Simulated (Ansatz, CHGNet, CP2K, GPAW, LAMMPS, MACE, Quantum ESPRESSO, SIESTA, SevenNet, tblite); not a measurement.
**Other levels on glassy 60SiO2-7Al2O3-17Li2O-17SrO (mol %) (89 atoms)**

Density of this cell: 2.86 g/cm³. The cell holds 89 atoms: 18 Si, 4 Al, 10 Li, 5 Sr and 52 O. Its edges and angles: a = 10.427 Å, b = 10.427 Å, c = 10.427 Å, α = 90.0°, β = 90.0°, γ = 90.0°. 89 atoms (18 Si, 4 Al, 10 Li, 5 Sr, 52 O) placed at random at 2.76 g/cm³, melted at 4000 K for 10 ps at fixed volume with the Morse and Coulomb pair potential with partial charges (Pedone, Malavasi, Menziani, Cormack and Segre, J. Phys. Chem. B 110, 11780 (2006)). Quenched from 4000 K to 300 K at 50 K/ps and fixed volume, held 10 ps at zero pressure.

Geometry: as built.

The reference, a calculation:

```
method                                           : Kohn-Sham DFT, PBE, SSSP efficiency 1.3.0 pseudopotentials, plane waves (Quantum ESPRESSO 7.5); sssp-pbe-1.3.0-efficiency, cutoffs 60/480 Ry, Γ point
r.m.s. force component                           : 1.466 eV/Å
longest force                                    : 6.641 eV/Å
pressure                                         : 4.549 GPa
gap (highest filled to lowest empty level) : 2.469 eV
time                                             : 2.5 min on 4 MPI ranks of Arm Neoverse V2, shared host
CPU time                                         : 10 min
```

**Question.** The same geometry is run in other programs. How far does each lie from the reference, and what does it cost?
- CP2K PBE, DZVP-MOLOPT-SR, 280/50 Ry, OT DIIS (CP2K 2026.2; 2 threads)
- SevenNet l3i5 potential (SevenNet l3i5; 1 thread)
- QE PBE, sssp-1.3.0-efficiency, 30/240 Ry (Quantum ESPRESSO 7.5; 2 MPI ranks)
- tblite GFN1-xTB (tblite 0.8.0; 1 thread)
- MACE MP-0b2 small potential (MACE MP-0b2 small; 1 thread)
- SIESTA PBE, DZP, shift 0.01 Ry, mesh 500 Ry (SIESTA 5.4.2; 2 MPI ranks)
- CHGNet r2SCAN potential (CHGNet r2SCAN; 1 thread)
- SIESTA PBE, DZ, shift 0.01 Ry, mesh 500 Ry (SIESTA 5.4.2; 2 MPI ranks)
- QE PBE, sg15-1.2, 80/320 Ry (Quantum ESPRESSO 7.5; 4 MPI ranks)
- GPAW PBE, LCAO szp(dzp), h 0.18 Å (GPAW 26.7.0; 1 thread)

Differences are against the plane-wave reference, forces as r.m.s. over components; share is that over the reference's r.m.s. force, slope the least-squares factor from reference forces to these. Total energies of different programs have different zeros and aren't compared.

| run | Δ force, r.m.s. (meV/Å) | share (%) | slope | Δ pressure (GPa) | Δ gap (eV) | cores | CPU time | memory (GiB) |
| --- | --- | --- | --- | --- | --- | --- | --- | --- |
| reference | - | - | - | - | - | 4 | 10 min | 3.6 |
| CP2K PBE, DZVP-MOLOPT-SR, 280/50 Ry, OT DIIS (coarse) | 147 | 10.0 | 0.992 | 0.107 | -0.167 | 2 | 6.6 min | 0.87 |
| SevenNet l3i5 potential | 62.1 | 4.23 | 0.982 | 0.0391 | - | 1 | 7.5 s | 1.6 |
| QE PBE, sssp-1.3.0-efficiency, 30/240 Ry (coarse) | 50.0 | 3.41 | 1.016 | -32.7 | -0.0347 | 2 | 3.1 min | 1.3 |
| tblite GFN1-xTB | 658 | 44.9 | 0.995 | -15.6 | - | 1 | 5.4 s | 0.14 |
| MACE MP-0b2 small potential | 123 | 8.36 | 0.956 | 0.267 | - | 1 | 5.1 s | 0.68 |
| SIESTA PBE, DZP, shift 0.01 Ry, mesh 500 Ry | 405 | 27.6 | 1.185 | 4.07 | -0.240 | 2 | 5.6 min | 2.3 |
| CHGNet r2SCAN potential | 355 | 24.2 | 0.792 | -3.96 | - | 1 | 2.6 s | 1.3 |
| SIESTA PBE, DZ, shift 0.01 Ry, mesh 500 Ry (coarse) | 979 | 66.8 | 1.438 | 11.6 | -0.565 | 2 | 2.1 min | 1.4 |
| QE PBE, sg15-1.2, 80/320 Ry | 49.0 | 3.34 | 0.991 | -0.052 | 0.0071 | 4 | 8.3 min | 2.3 |
| GPAW PBE, LCAO szp(dzp), h 0.18 Å (coarse) | 374 | 25.5 | 1.167 | - | -0.212 | 1 | 2.5 min | 1.6 |

Rows marked coarse were listed beforehand as settings not expected to be converged; some can still land near the reference.

Times of the machine-learned potentials are mostly Python's start and the loading of weights.

CPU time is summed over cores on a shared host, where runs went side by side, so it is rough. Symmetry, cutoffs, thresholds, outputs and thread counts weren't matched or tuned between programs; memory under MPI is the largest rank's times the ranks.

PBE on plane waves or a grid with other potentials, cutoffs or grids, coarse settings apart, differs from the reference by 3.3 % (QE PBE, sg15-1.2, 80/320 Ry) of the r.m.s. force; this holds the reference's own error, so differences of a few per cent don't tell which side is nearer the exact PBE result. The PBE run in local orbitals, coarse settings apart, differs by 28 % (SIESTA PBE, DZP, shift 0.01 Ry, mesh 500 Ry); basis, grid and potentials can all enter. Tight binding differs by 45 % (tblite GFN1-xTB); it is another model, with fitted parameters of its own, and the xTB methods hold dispersion. Machine-learned potentials differ by 4.2 % (SevenNet l3i5 potential) to 24 % (CHGNet r2SCAN potential); they were trained on other programs' data, some at another functional. Periodic xTB results under one method name differ between programs and library versions. Machine-learned potentials mimic data converged in k, so the reference's own k-point error enters their differences. The network of bonds at the start is that of the classical potential that made the cell, and needn't be the one that DFT or experiment would give. The electronic-structure runs sample only Γ, in a cell whose shortest periodic width is 10 Å.

[Logs are printed without paths, hosts, clocks, repeated set-up lines and the standing remarks that a program may print on its own settings, such as how far it seeks lower states.]

[Hosts, paths, dates, database ids (printed as entryN), source tags and the programs' standing remarks are cut or masked in the printed files.]
